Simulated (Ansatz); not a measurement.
# VSe2 monolayer (1T): from the cell to its phonons, part 2 of 3

Task: relax VSe2 monolayer (1T), then find its harmonic phonons.

Ansatz 0.2.0; DFT PBEsol, scalar-relativistic, plane waves, PAW.

So far: Set-up; Bringing the structure to rest.

## (3) Tight relaxation

Phonons need a cell at rest on their own settings, so the relaxation is repeated with tight tolerances on forces and stress, using the mesh and the filling of the phonon run that follows.

File input.yaml:

```yaml
crystal:
  lattice:
    - [3.2654888817, 0.0, 0.0]
    - [-1.6327444409, 2.8279963274, 0.0]
    - [0.0, 0.0, 29.9272]
  atoms:
    - { symbol: V, position: [0.0, 0.0, 0.3341441899], spin: 0.43 }
    - { symbol: Se, position: [0.3333333333, 0.6666666667, 0.386854646] }
    - { symbol: Se, position: [0.6666666667, 0.3333333333, 0.2814337338] }
  periodic: [true, true, false]
kpoints:
  mp_grid: { grid: [18, 18, 1] }
hamiltonian:
  xc: pbesol
scf:
  occupations: { method: gaussian, width: 0.15 }
output:
  forces: true
  stress: true
  eigenvalues: true
  populations: true
magnetization:
  spin_polarized: true
relax:
  adjacent_minimum: "off"
  f_tol: 0.001
  max_steps: 60
  cell: { stress_2d_tol: 0.002 }
```

Launch:

```bash
> ansatz run input.yaml --threads 8 --pin off --max-ram 14336MiB --backend cpu --events-out ev --progress --plain --runs-dir out
```

Numbers of over 12 decimals in the logs are rounded to 6 here.

The log of the run:

```text
[...]
Crystal: 3 atoms, lattice volume = 276.371 Å³
Basis set: ecut = 420 eV, 5525 PW (Γ), exchange–correlation on 48×48×432 points (8 copies of the dense FFT grid, shifted against one another)
Bands: 28, of which v1, the nominal top of the filled ones, is band 23 counted from 1 (22 counted from 0)
Symmetry: 12 space group operations
[...]
- [0, 0, 29.9272]
  atoms:
    - { symbol: V, position: [0, 0, 0.3341441899] }
    - { symbol: Se, position: [0.333333, 0.666667, 0.386888] }
    - { symbol: Se, position: [0.666667, 0.333333, 0.281401] }
--- Löwdin populations: 3 sites ---
  site symbol       q [e]    m [muB]
     0      V     12.4295     0.4277
     1     Se     16.1834    -0.0269
     2     Se     16.1834    -0.0269
  spilling = 0.004527 (of n_electrons = 45.000000)
[key lines of the parts left out:]
SCF converged after 11 iterations
Magnetization: 0.3786 μB (22.6893 up, 22.3107 down)
Free energy (F): -13735.824591 eV
Fermi energy:    -5.008753 eV
P = ½ c Tr σ = -0.0001 N/m
```

Run time: 26 s. Hardware: 8 threads of Arm Neoverse V2, shared host; peak memory 1.1 GiB.

Little changed from the start: no atom moved by 0.005 Å and no cell edge by 0.1 %.

This step gave:

* magnetization: 0.3786 μB
* absolute magnetization: 0.4817 μB
* site moments: 0.3487, -0.01614, -0.01614 μB
* area per atom: 3.074 Å²

The largest force component left is 0.0027 meV/Å, within the tolerances set.

## (4) Zone-centre response

The zone centre comes first: it holds the modes that light can see, as far as symmetry allows. No field response is asked, since the mesh shows no gap.

input.yaml, the sections that differ from step 3:

```yaml
crystal:
  lattice:
    - [3.2634690974, 0.0, 0.0]
    - [-1.6317345487, 2.8262471428, 0.0]
    - [0.0, 0.0, 29.9272]
  atoms:
    - { symbol: V, position: [0.0, 0.0, 0.3341441899], spin: 0.38 }
    - { symbol: Se, position: [0.3333333333, 0.6666666667, 0.3868875202] }
    - { symbol: Se, position: [0.6666666667, 0.3333333333, 0.2814008596] }
  periodic: [true, true, false]
output:
  eigenvalues: true
  populations: true
phonons:
  method: dfpt
# kpoints, hamiltonian, scf, magnetization: as in step 3
# relax: removed
```

The log of the run:

```text
Warning: crystal.symmetry: narrowed to the stabiliser of the run's FFT grids — unitary ops 12 → 6. A phonons.method: dfpt run fills in the rows of the dynamical matrix that it does not solve by its symmetry operations, which is exact only for operations that map its FFT grids onto themselves: filled in by any other, the frequencies could depend on the order in which like atoms are typed, or, by more than the grids' own error, on where the crystal sits among the grids' points. Excluded: 6 operations. The run can therefore solve more perturbations, solve them on more k-points, or both, and cost more. [rest of the remark cut]
[...]
Crystal: 3 atoms, lattice volume = 276.030 Å³
Basis set: ecut = 420 eV, 5513 PW (Γ), exchange–correlation on 48×48×432 points (8 copies of the dense FFT grid, shifted against one another)
Bands: 28, of which v1, the nominal top of the filled ones, is band 23 counted from 1 (22 counted from 0)
Symmetry: 12 space group operations
[...]
k-points: 37 of 324
[...]
Starting moments: Σ|m| = 0.38 μB on 1 of 3 sites
[...]
SCF 1 converged in 11 iterations: F = -13735.824591 eV  dr2 = 1.59e-10
[...]
a single point of the input's cell can leave the moments in the input for a lower state (scf.lower_state_search): this run first made a single point of its cell. This run's own SCFs start from the density of the state that the single point found, with the moments in the input. The single point stayed on the moments in the input.
k-points: 91 of 324 (irreducible under 2 space group operations, time reversal used)
[...]
Stability of the state it starts from, as read at its close in the collinear treatment: not read negative (Ritz values of 1 − χ₀K, real part plus size of imaginary part, from 0.43 to 0.47, by its mixing steps under the symmetry group of the SCF that read it); its run was given moments
[...]
SCF iter   7: F=-13735.824591 eV  HF=-13735.824591 eV  |F-HF|=1.00e-10  |Δ(HF+E_count)|=  6.00e-11  Δρ=3.62e-8 (↑3.57e-8 ↓3.62e-8)  dr2=9.76e-12  dr2_m=7.71e-14  M=0.379 μB ∫|m|=0.483 μB  ethr=1.00e-12  ⟨swp⟩=11.0  Hψ=32595  notcnv=0
SCF 2 converged in 7 iterations: F = -13735.824591 eV  dr2 = 9.76e-12
DFPT response loops at Γ: preconditioner auto → none (partly filled bands, converged f_vac=0.769); β = 0.30; Broyden in place of MSR1
SCF converged after 7 iterations
Magnetization: 0.3786 μB (22.6893 up, 22.3107 down)
Absolute magnetization: 0.4817 μB (∫|ρ↑−ρ↓|, with the PAW one-centre terms)
[...]
Per-site moments (μB) at R_I (Å): [(0.348701, 1.013912), (-0.016144, 1.013912), (-0.016144, 1.013912)]
Free energy (F): -13735.824591 eV
[...]
Internal energy: -13735.803493 eV  (E = F + TS)
E sigma→0 (E₀):  -13735.814042 eV
Entropy (-TS):   -0.021098 eV (-7.033 meV/atom)
Fermi energy:    -5.008755 eV
[...]
--- Band table (eV; the first three rows and the last of 182) ---
  k-point 0 ↑: bands = [... 19 lower, -7.2511, -5.2230, -5.2089, -5.2089, -3.8600, -3.8600, -1.4549, -1.4549, ... 1 higher]
  k-point 1 ↑: bands = [... 19 lower, -6.9264, -5.3797, -5.3009, -5.2258, -3.9669, -3.8089, -1.7173 (-1.7173°), -1.5076, ... 1 higher]
  k-point 2 ↑: bands = [... 19 lower, -6.6928, -5.9130, -5.5140, -5.2523, -4.1080, -3.7181, -2.2592, -1.6326, ... 1 higher]
  k-point 90 ↓: bands = [... 19 lower, -8.1036, -8.0303, -7.3182, -4.3339, -4.0455, -3.4946, -2.9234, -1.6506, ... 1 higher]
  ° read free of the cell's end (the report's vacuum.weakly_bound_levels)
--- Phonons (Γ-DFPT): 6 representative perturbations + reference, on 91 of 324 k-points (Σ response iterations 22) ---
  ASR residual: 4.093e-5 → 0.000e0 eV/Å²; symmetrization residual: 5.488e-5 eV/Å²
  The last average, over the group as it would stand without the narrowing to the FFT grids, took up to 9.464e-6 eV/Å² of the zone centre's force constants
  ASR residual per site (eV/Å²): 2.73e-5 4.09e-5 3.74e-5
  Γ frequencies (cm⁻¹): 0.00 0.00 0.00 144.55 144.55 212.41 212.41 212.68 367.34
  non-analytic LO–TO correction: not included (Born effective charges unavailable; polar crystals: no LO–TO splitting at Γ)
--- Löwdin populations: 3 sites ---
  site symbol       q [e]    m [muB]
     0      V     12.4295     0.4277
     1     Se     16.1834    -0.0269
     2     Se     16.1834    -0.0269
  spilling = 0.004527 (of n_electrons = 45.000000)
```

Run time: 1.9 min. Hardware: 8 threads; peak memory 3.6 GiB; 15 min of CPU time.

This step gave:

```
sum-rule residual before enforcement                    : 4.09e-5 eV/Å²
point group                                             : -3m
highest optical mode at the zone centre (no LO-TO term) : 367.3 cm⁻¹
lowest optical zone-centre mode                         : 144.6 cm⁻¹
```

Patterns of degenerate modes are one choice out of their space. The modes at Γ (shares of kinetic energy by element, %):

| mode | frequency (cm⁻¹) | symmetry | V % | Se % |
| --- | --- | --- | --- | --- |
| 1 | 0.0 | acoustic | 24 | 76 |
| 2 | 0.0 | acoustic | 24 | 76 |
| 3 | 0.0 | acoustic | 24 | 76 |
| 4 | 144.6 | Eg | 0 | 100 |
| 5 | 144.6 | Eg | 0 | 100 |
| 6 | 212.4 | Eu | 76 | 24 |
| 7 | 212.4 | Eu | 76 | 24 |
| 8 | 212.7 | A1g | 0 | 100 |
| 9 | 367.3 | A2u | 76 | 24 |

Displacements in mode 5 (144.6 cm⁻¹), the largest set to 1:
```
V1   0.00  0.00  0.00
Se2  1.00  0.00  0.00
Se3 -1.00  0.00  0.00
```

Displacements in mode 7 (212.4 cm⁻¹), the largest set to 1:
```
V1   1.00 -0.16  0.00
Se2 -0.32  0.05  0.00
Se3 -0.32  0.05  0.00
```

Before it was imposed, the acoustic sum rule was missed by 4.1e-5 eV/Å². Small misses are needed for a sound result but don't prove that mesh and cutoff are converged. The lowest optical mode is real, 145 cm⁻¹.

## (5) Response at finite wavevector

Stability and thermal properties need the whole zone. Linear response on a 4×4×1 q mesh gives force constants as far as a supercell of that size would.

input.yaml, as its differences from that of step 4:

```diff
@@ -11,3 +11,3 @@
 kpoints:
-  mp_grid: { grid: [18, 18, 1] }
+  mp_grid: { grid: [20, 20, 1] }
 hamiltonian:
@@ -23 +23,10 @@
   method: dfpt
+  qmesh: [4, 4, 1]
+  temperatures: { t_max: 1000, t_step: 50 }
+  qpath:
+    path:
+      - [0.0, 0.0, 0.0]
+      - [0.5, 0.0, 0.0]
+      - [0.33333333, 0.33333333, 0.0]
+      - [0.0, 0.0, 0.0]
+    npoints: 10
```

The log of the run:

```text
[...]
Crystal: 3 atoms, lattice volume = 276.030 Å³
Basis set: ecut = 420 eV, 5513 PW (Γ), exchange–correlation on 48×48×432 points (8 copies of the dense FFT grid, shifted against one another)
Bands: 28, of which v1, the nominal top of the filled ones, is band 23 counted from 1 (22 counted from 0)
Symmetry: 12 space group operations
[...]
k-points: 44 of 400
[...]
Starting moments: Σ|m| = 0.38 μB on 1 of 3 sites
[...]
SCF 1 converged in 11 iterations: F = -13735.824350 eV  dr2 = 3.29e-10
[...]
k-points: 44 of 400 (irreducible under 6 space group operations, time reversal used)
[...]
SCF iter   6: F=-13735.824350 eV  HF=-13735.824350 eV  |F-HF|=0.00e0  |Δ(HF+E_count)|=  4.37e-11  Δρ=2.16e-8 (↑1.64e-8 ↓2.16e-8)  dr2=2.13e-12  dr2_m=9.60e-14  M=0.374 μB ∫|m|=0.479 μB  ethr=1.00e-12  ⟨swp⟩=11.9  Hψ=16408  notcnv=0
SCF 2 converged in 6 iterations: F = -13735.824350 eV  dr2 = 2.13e-12
phonons: the bands overlap, so this run is a metal and interpolates without the dipole-dipole term. If the crystal is really an insulator or semiconductor, its LO-TO splitting is missing
NSCF: frozen V_eff on 44 k-points
WARN: eigensolver did not converge (σ=↑ k=0): 1 band(s) unlocked after 2 eigensolves, warm-restarted (20 sweeps on the last) at ethr=1.24e-12 eV (storage-precision floor; scheduled 1.00e-12 eV) (lowest unlocked band 27, counted from 0; max residual 1.88e-5 eV among the unlocked bands, 1.88e-5 eV over every band; other slots of this pass that fall short are told together in one closing line; warning suppressed until the next SCF loop or pass starts)
WARN: eigensolver did not converge in 66 slots of this pass, the one above among them; of largest residual over every band (σ=↑ k=34): 1 band(s) unlocked (lowest unlocked band 27, counted from 0; max residual 5.93e-3 eV among the unlocked bands, 5.93e-3 eV over every band); of lowest unlocked band (σ=↑ k=0): band 27
[...]
DFPT response loops at q = (0, 0, 0) (fractional): preconditioner auto → none (partly filled bands, converged f_vac=0.769); β = 0.30; Broyden in place of MSR1
[...]
SCF converged after 6 iterations
Magnetization: 0.3739 μB (22.6870 up, 22.3130 down)
Absolute magnetization: 0.4770 μB (∫|ρ↑−ρ↓|, with the PAW one-centre terms)
[...]
Per-site moments (μB) at R_I (Å): [(0.344977, 1.013912), (-0.016175, 1.013912), (-0.016175, 1.013912)]
Free energy (F): -13735.824350 eV
[...]
Internal energy: -13735.801907 eV  (E = F + TS)
E sigma→0 (E₀):  -13735.813129 eV
Entropy (-TS):   -0.022443 eV (-7.481 meV/atom)
Fermi energy:    -5.009230 eV
[...]
--- Band table (eV; the first three rows and the last of 88) ---
  k-point 0 ↑: bands = [... 19 lower, -7.2511, -5.2214, -5.2070, -5.2070, -3.8601, -3.8601, -1.4545, -1.4545, ... 1 higher]
  k-point 1 ↑: bands = [... 19 lower, -6.9558, -5.3454, -5.2827, -5.2228, -3.9499, -3.8175, -1.6714 (-1.6714°), -1.4976, ... 1 higher]
  k-point 2 ↑: bands = [... 19 lower, -6.7272, -5.7788, -5.4654, -5.2429, -4.0872, -3.7340, -2.1466, -1.6047, ... 1 higher]
  k-point 43 ↓: bands = [... 19 lower, -8.4737, -7.7668, -7.7263, -4.0444, -3.8724, -3.7889, -2.4737, -2.1416, ... 1 higher]
  ° read free of the cell's end (the report's vacuum.weakly_bound_levels)
--- Phonons (Γ-DFPT): 6 representative perturbations + reference (Σ response iterations 20) ---
  ASR residual: 1.697e-5 → 0.000e0 eV/Å²; symmetrization residual: 5.830e-6 eV/Å²
[...]
ASR residual per site (eV/Å²): 1.62e-5 1.60e-5 1.70e-5
  Γ frequencies (cm⁻¹): 0.00 0.00 0.00 144.31 144.31 212.67 212.80 212.80 367.20
--- Phonons (arbitrary-q DFPT): 4 irreducible q on the 4×4×1 mesh ---
  q = [0.0000, 0.0000, 0.0000] (star 1, of the zone-centre solve; hermiticity 6.10e-7, symmetrization 2.72e-12, taken by the last average 4.07e-7): -0.00 -0.00 0.00 144.31 144.31 212.67 212.80 212.80 367.20
  q = [0.0000, 0.2500, 0.0000] (star 6, 9 solved perturbations on 210 of 400 k-point pairs; hermiticity 7.48e-7, symmetrization 2.40e-11, taken by the last average 7.20e-7): 17.00 58.05 63.72 147.75 169.97 170.52 176.64 235.43 333.53
[...]
q = [0.2500, 0.2500, 0.0000] (star 6, 6 solved perturbations in 1830 linear systems a pass and spin channel, the states on 400 of 400 k-point pairs; hermiticity 2.30e-6, symmetrization 8.49e-11, taken by the last average 2.06e-6): 91.04 109.95 120.33 173.41 175.14 195.51 219.48 263.39 283.39
  sum rule: each row above includes the acoustic sum rule's correction from the zone centre's row sums; it moved no ω² by more than (0.29 cm⁻¹)²
  mesh force constants: q→R imaginary residual 4.32e-18; ASR residual 1.697e-5 → 0.000e0 eV/Å²; symmetrization residual 1.421e-14 eV/Å²
  interpolated dispersion: 31 rows × 9 modes
  density of states and harmonic sums: on the 24×24×1 q-mesh, interpolated from the force constants of a 4×4×1 supercell (no non-analytic term)
  largest difference from the sums on the solved wave vectors: F 3.94e-2 eV, S 5.51e-5 and C_V 1.57e-5 eV/K
  zero-point energy: 0.094693 eV/cell   skipped modes (ω ≤ 0): 3   left out of the sums: 5.79e-4 of the cell's modes: C_V's classical limit lies that fraction below 3 k_B per atom; for a crystal, a wire or a layer, F and S can be off by more, and a phonons.interpolated_qmesh denser along its periods is the remedy for the sampling
--- Löwdin populations: 3 sites ---
  site symbol       q [e]    m [muB]
     0      V     12.4296     0.4231
     1     Se     16.1834    -0.0270
     2     Se     16.1834    -0.0270
  spilling = 0.004527 (of n_electrons = 45.000000)
```

Elapsed: 16 min, on 8 threads; peak memory 9.3 GiB.

Numbers from this step:

```
magnetization                                           : 0.3739 μB
absolute magnetization                                  : 0.4770 μB
site moments                                            : 0.3450, -0.01617, -0.01617 μB
sum-rule residual before enforcement                    : 1.70e-5 eV/Å²
lowest frequency on the path                            : 0 cm⁻¹
highest frequency on the path or at a solved wavevector : 367.2 cm⁻¹
mean frequency                                          : 169.8 cm⁻¹
highest optical mode at the zone centre (no LO-TO term) : 367.2 cm⁻¹
lowest optical zone-centre mode                         : 144.3 cm⁻¹
lowest mode on the q mesh (acoustic modes at Γ apart)   : 17 cm⁻¹
zero-point energy per atom                              : 31.56 meV
heat capacity at 300 K                                  : 23.37 J/(mol atoms K)
vibrational entropy at 300 K                            : 34.64 J/(mol atoms K)
```

Frequencies (cm⁻¹) solved at each irreducible wavevector; negative means imaginary. Frequencies by wavevector, by row:

| q in reciprocal lattice units | star | mode 1 | mode 2 | mode 3 | mode 4 | mode 5 | mode 6 | mode 7 | mode 8 | mode 9 |
| --- | --- | --- | --- | --- | --- | --- | --- | --- | --- | --- |
| 0 0 0 | 1 | 0 | 0 | 0 | 144.3 | 144.3 | 212.7 | 212.8 | 212.8 | 367.2 |
| 0 0.25 0 | 6 | 17 | 58 | 63.7 | 147.8 | 170 | 170.5 | 176.6 | 235.4 | 333.5 |
| 0 -0.5 0 | 3 | 119.3 | 124.2 | 136.4 | 157.8 | 171.5 | 187.2 | 205.7 | 250.8 | 304.8 |
| 0.25 0.25 0 | 6 | 91 | 110 | 120.3 | 173.4 | 175.1 | 195.5 | 219.5 | 263.4 | 283.4 |

Interpolated from a 4×4×1 q mesh. Phonon branches along the path, in cm⁻¹:

| point | branch 1 | branch 2 | branch 3 | branch 4 | branch 5 | branch 6 | branch 7 | branch 8 | branch 9 |
| --- | --- | --- | --- | --- | --- | --- | --- | --- | --- |
| Γ | 0 | 0 | 0 | 144 | 144 | 213 | 213 | 213 | 367 |
| halfway | 17 | 58 | 64 | 148 | 170 | 170 | 177 | 235 | 334 |
| M | 119 | 124 | 136 | 158 | 172 | 187 | 206 | 251 | 305 |
| halfway | 115 | 118 | 136 | 171 | 172 | 201 | 224 | 252 | 291 |
| K | 120 | 126 | 126 | 181 | 181 | 202 | 257 | 259 | 259 |
| halfway | 48 | 59 | 69 | 159 | 163 | 175 | 184 | 244 | 322 |
| Γ | 0 | 0 | 0 | 144 | 144 | 213 | 213 | 213 | 367 |

The phonon branches as a text plot (rows in cm⁻¹):

```
    360 |*******                                           ******
    344 |       **                                    *****
    329 |         ****                              **
    314 |             ****                        **
    298 |                 *********            ***
    283 |                          ***       **
    268 |                             ***  ****
    252 |               *******************    *****
    237 |   ************            **     **       *********
    222 | **                      **         **              ***
    207 |*****          *********************  ***           ****
    191 | **  **    **************           *********     *****
    176 |   **  ***************    ***************  *********
    161 |     ****      ***********               *********
    145 |***************                              ***********
    130 |                 *********************
    115 |               **************************
     99 |             ****                   *****
     84 |           ****                       *****
     69 |         ****                              **
     54 |       ******                            *********
     38 |   ******                                    *******
     23 | **  **  **                                     **  ***
      8 |*****  **                                         ******
         Γ                   M           K                      Γ
```

(Part 2 of 3 ends here.)

[Logs are printed without paths, hosts, clocks, repeated set-up lines and the standing remarks that a program may print on its own settings, such as how far it seeks lower states.]

[Hosts, paths, dates, database ids (printed as entryN), source tags and the programs' standing remarks are cut or masked in the printed files.]
